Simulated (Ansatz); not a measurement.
# Direct or indirect: SrCaCl2F2 (P4mm)

```cif
data_structure
_symmetry_space_group_name_H-M 'P4mm'
_symmetry_Int_Tables_number 99
_cell_length_a 4.0445
_cell_length_b 4.0445
_cell_length_c 6.9917
_cell_angle_alpha 90.000
_cell_angle_beta 90.000
_cell_angle_gamma 90.000
_cell_volume 114.37
loop_
_atom_site_label
_atom_site_type_symbol
_atom_site_symmetry_multiplicity
_atom_site_Wyckoff_symbol
_atom_site_fract_x
_atom_site_fract_y
_atom_site_fract_z
_atom_site_occupancy
Sr1 Sr 1 b 0.50000 0.50000 0.20281 1
Ca1 Ca 1 a 0.00000 0.00000 0.80929 1
Cl1 Cl 1 a 0.00000 0.00000 0.35987 1
Cl2 Cl 1 b 0.50000 0.50000 0.64714 1
F1 F 2 c 0.50000 0.00000 0.99045 1
```

Method: Ansatz, PBE, independent particles, without spin-orbit coupling, line width 0.1 eV (Gaussian). The band structure gives a fundamental gap of 5.75 eV. The spectrum of vertical transitions near the edge:

```json
{"E (eV)": "5.28", "Im ε, E ∥ xy": "0.00", "Im ε, E ∥ z": "0.00"}
{"E (eV)": "5.40", "Im ε, E ∥ xy": "0.00", "Im ε, E ∥ z": "0.00"}
{"E (eV)": "5.52", "Im ε, E ∥ xy": "0.00", "Im ε, E ∥ z": "0.00"}
{"E (eV)": "5.64", "Im ε, E ∥ xy": "0.00", "Im ε, E ∥ z": "0.00"}
{"E (eV)": "5.76", "Im ε, E ∥ xy": "0.00", "Im ε, E ∥ z": "0.00"}
{"E (eV)": "5.88", "Im ε, E ∥ xy": "0.04", "Im ε, E ∥ z": "0.02"}
{"E (eV)": "6.00", "Im ε, E ∥ xy": "0.18", "Im ε, E ∥ z": "0.12"}
{"E (eV)": "6.12", "Im ε, E ∥ xy": "0.34", "Im ε, E ∥ z": "0.26"}
{"E (eV)": "6.24", "Im ε, E ∥ xy": "0.48", "Im ε, E ∥ z": "0.35"}
{"E (eV)": "6.36", "Im ε, E ∥ xy": "0.60", "Im ε, E ∥ z": "0.43"}
{"E (eV)": "6.48", "Im ε, E ∥ xy": "0.69", "Im ε, E ∥ z": "0.52"}
{"E (eV)": "6.60", "Im ε, E ∥ xy": "0.85", "Im ε, E ∥ z": "0.70"}
{"E (eV)": "6.72", "Im ε, E ∥ xy": "1.49", "Im ε, E ∥ z": "1.17"}
{"E (eV)": "6.84", "Im ε, E ∥ xy": "3.07", "Im ε, E ∥ z": "1.52"}
{"E (eV)": "6.96", "Im ε, E ∥ xy": "5.05", "Im ε, E ∥ z": "2.27"}
{"E (eV)": "7.08", "Im ε, E ∥ xy": "5.78", "Im ε, E ∥ z": "3.96"}
{"E (eV)": "7.20", "Im ε, E ∥ xy": "5.99", "Im ε, E ∥ z": "4.94"}
```

Q: Is the gap direct or indirect, and about where do vertical transitions set in?

A: Direct: the band path has its least direct gap at the fundamental one, 5.75 eV, and the curves rise from there. Lines are broadened by 0.1 eV, which spreads the edge.

Note: cells built here by substitution need not match a known phase.

[Logs are printed without paths, hosts, clocks, repeated set-up lines and the standing remarks that a program may print on its own settings, such as how far it seeks lower states.]
